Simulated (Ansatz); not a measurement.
**Moving the knobs of a GW run on Si3N4 (P6_3/m)**

Aim: change settings of a G0W0 run on Si3N4 (P6_3/m) and see what moves.

Main program and level: Ansatz 0.2.0; G0W0 on PBE, plane waves, PAW; PAW set soft_1.

Report form: the programs' logs are mostly left out.

**1. The starting structure**

It takes space group P6_3/m (No. 176, hexagonal). The conventional cell has a = 7.604 Å, b = 7.604 Å, c = 2.906 Å, α = 90.00°, β = 90.00°, γ = 120.00°. Nearest to Si lie 4 N at 1.73 to 1.74 Å. Nearest to N lie 3 Si at 1.74 Å. N has 3 Si at 1.73 Å nearest. Farther neighbours and most contacts between anions are not listed.

Coordinates:

```cif
data_structure
_symmetry_space_group_name_H-M 'P 1'
_symmetry_Int_Tables_number 1
_cell_length_a 7.6044
_cell_length_b 7.6044
_cell_length_c 2.9063
_cell_angle_alpha 90.000
_cell_angle_beta 90.000
_cell_angle_gamma 120.000
_cell_volume 145.55
loop_
_atom_site_label
_atom_site_type_symbol
_atom_site_fract_x
_atom_site_fract_y
_atom_site_fract_z
_atom_site_occupancy
Si1 Si 0.76848 0.17456 0.25000 1
Si2 Si 0.59392 0.76848 0.75000 1
Si3 Si 0.82544 0.59392 0.25000 1
Si4 Si 0.23152 0.82544 0.75000 1
Si5 Si 0.40608 0.23152 0.25000 1
Si6 Si 0.17456 0.40608 0.75000 1
N7 N 0.03050 0.33024 0.25000 1
N8 N 0.70026 0.03050 0.75000 1
N9 N 0.66976 0.70026 0.25000 1
N10 N 0.96950 0.66976 0.75000 1
N11 N 0.29974 0.96950 0.25000 1
N12 N 0.33024 0.29974 0.75000 1
N13 N 0.66667 0.33333 0.25000 1
N14 N 0.33333 0.66667 0.75000 1
```

The cell and positions come from the Crystallography Open Database and are kept as given unless a step says otherwise.

**2. The base run: 3×3×4 mesh, 370 empty bands, screening to 108 eV, PAW set soft_1 files**

G0W0 replaces the xc potential by the self-energy, built once from these orbitals. Only a window of levels is corrected, while the sums run over the empty bands that the input names. This step takes PAW set soft_1 files.

The input, input.yaml:

```yaml
crystal:
  lattice:
    - [7.6044, 0.0, 0.0]
    - [-3.8022, 6.5856035805, 0.0]
    - [0.0, 0.0, 2.9063]
  atoms:
    - { symbol: Si, position: [0.768477, 0.174557, 0.25] }
    - { symbol: Si, position: [0.59392, 0.768477, 0.75] }
    - { symbol: Si, position: [0.825443, 0.59392, 0.25] }
    - { symbol: Si, position: [0.231523, 0.825443, 0.75] }
    - { symbol: Si, position: [0.40608, 0.231523, 0.25] }
    - { symbol: Si, position: [0.174557, 0.40608, 0.75] }
    - { symbol: "N", position: [0.0305, 0.33024, 0.25] }
    - { symbol: "N", position: [0.70026, 0.0305, 0.75] }
    - { symbol: "N", position: [0.66976, 0.70026, 0.25] }
    - { symbol: "N", position: [0.9695, 0.66976, 0.75] }
    - { symbol: "N", position: [0.29974, 0.9695, 0.25] }
    - { symbol: "N", position: [0.33024, 0.29974, 0.75] }
    - { symbol: "N", position: [0.6666666667, 0.3333333333, 0.25] }
    - { symbol: "N", position: [0.3333333333, 0.6666666667, 0.75] }
kpoints:
  mp_grid: { grid: [3, 3, 4] }
hamiltonian:
  xc: pbe
  pseudopotentials: { kind: paw, azcp: { folder: soft_1 } }
scf:
  occupations: { method: fixed }
gw:
  n_empty_bands: 370
  ecut_chi: 108
  qp_bands: [v4, c4]
  qp_kpoints: band_edges
  screening: { model: contour_deformation }
```

Command:

```sh
ansatz run input.yaml --threads 2 --pin off --max-ram 73728MiB --backend cuda --events-out ev --progress --plain --runs-dir out --devices 1 --max-vram 13GiB
```

It took 25 s on 1 × NVIDIA H100 80GB HBM3 (shared by 6 runs) with 2 threads of AMD EPYC 7R13 (Zen 3), shared host; peak memory 1.4 GiB; 35 s of CPU time.

Numbers from this step:

* bands summed: 402
* RPA ε∞ on this mesh (eigenvalues): 4.004, 4.004, 4.271
* plane waves in the screening matrix: 377
* q-points in the mesh: 36
* G0W0 gap on the mesh: 6.010 eV
* k of the valence top: 0, 0, 0.25
* k of the conduction bottom: 0, 0, 0
* starting gap on the mesh: 4.394 eV
* Z at the valence top: 0.7936
* Z at the conduction bottom: 0.8338
* least direct G0W0 gap on the computed points: 6.172 eV

The gap on the mesh goes from 4.39 eV to 6.01 eV, a correction of +1.62 eV. Between the two edge states, bare exchange in place of the xc potential would open the gap by 9.35 eV, and correlation takes back 7.73 eV.

**3. Variant: starting point**

This step: G0W0 on LDA, plane waves, PAW; PAW set soft_1.

input.yaml: that of step 2 with these lines changed.

```diff
@@ -23,4 +23,4 @@
 hamiltonian:
-  xc: pbe
-  pseudopotentials: { kind: paw, azcp: { folder: soft_1 } }
+  xc: lda
+  pseudopotentials: { kind: paw, azcp: { folder: soft_1 }, xc_functional: pbe }
 scf:
@@ -28,4 +28,4 @@
 gw:
-  n_empty_bands: 370
-  ecut_chi: 108
+  n_empty_bands: 330
+  ecut_chi: 100
   qp_bands: [v4, c4]
```

Wall time 15 s (1 × NVIDIA H100 80GB HBM3 (shared by 6 runs) with 2 threads); peak memory 1.4 GiB; 17 s of CPU time.

The G0W0 gap on the mesh is 5.970 eV.

Against the base:

```csv
setting,base,variant
start,PBE,LDA
empty bands,370,330
screening cutoff (eV),108,100
```

```csv
quantity,variant,base
starting gap on the mesh,4.221,4.394
G0W0 gap on the mesh,5.970,6.010
least direct G0W0 gap on the computed points,6.132,6.172
Z at the valence top,0.792,0.794
Z at the conduction bottom,0.832,0.834
```

**4. Variant: fewer bands**

This step: G0W0 on PBE, plane waves, PAW; PAW set soft_1.

input.yaml: that of step 3 with these lines changed.

```diff
@@ -23,4 +23,4 @@
 hamiltonian:
-  xc: lda
-  pseudopotentials: { kind: paw, azcp: { folder: soft_1 }, xc_functional: pbe }
+  xc: pbe
+  pseudopotentials: { kind: paw, azcp: { folder: soft_1 } }
 scf:
@@ -28,3 +28,3 @@
 gw:
-  n_empty_bands: 330
+  n_empty_bands: 110
   ecut_chi: 100
```

The job ended after 9.9 s (1 × NVIDIA H100 80GB HBM3 (shared by 6 runs) with 2 threads; peak memory 1.2 GiB).

Against the base:

```csv
setting,base,variant
empty bands,370,110
screening cutoff (eV),108,100
```

```csv
quantity,variant,base
starting gap on the mesh,4.394,4.394
G0W0 gap on the mesh,5.938,6.010
least direct G0W0 gap on the computed points,6.107,6.172
Z at the valence top,0.797,0.794
Z at the conduction bottom,0.837,0.834
```

**5. Summary of results**

* base: 6.01 eV, 25 s
* starting point: 5.97 eV, 15 s
* fewer bands: 5.94 eV, 9.9 s

What this shows: Starting point: the gap moves by −0.04 eV. The variant differs from the base in start, empty bands and screening cutoff together, so the change can't be laid to one of them. Fewer bands: the gap moves by −0.07 eV and the time by a factor of 0.40; such settings are too crude to quote. The variant differs from the base in empty bands and screening cutoff together, so the change can't be laid to one of them. All runs here use a coarse mesh and modest cutoffs; they test settings and are not final values. The 3×3×4 mesh is coarse for this cell (its supercell is 12 Å along the shortest edge). The RPA ε∞ on it, from the PBE start, is 4.00 and 4.27; such meshes misread the long-range screening, most where the gap is narrow.

[Paths, hosts, dates, memory and timing lines, banners, echoed tables and standing remarks are left out of the program output.]

[Logs are printed without paths, hosts, clocks, repeated set-up lines and the standing remarks that a program may print on its own settings, such as how far it seeks lower states.]

[Runs of the session that timed out or met a known fault of the program may be left out.]

[Cells called generated may have been cut or substituted from an entry of the Crystallography Open Database or the Materials Project.]

[Hosts, paths, dates, database ids (printed as entryN), source tags and the programs' standing remarks are cut or masked in the printed files.]
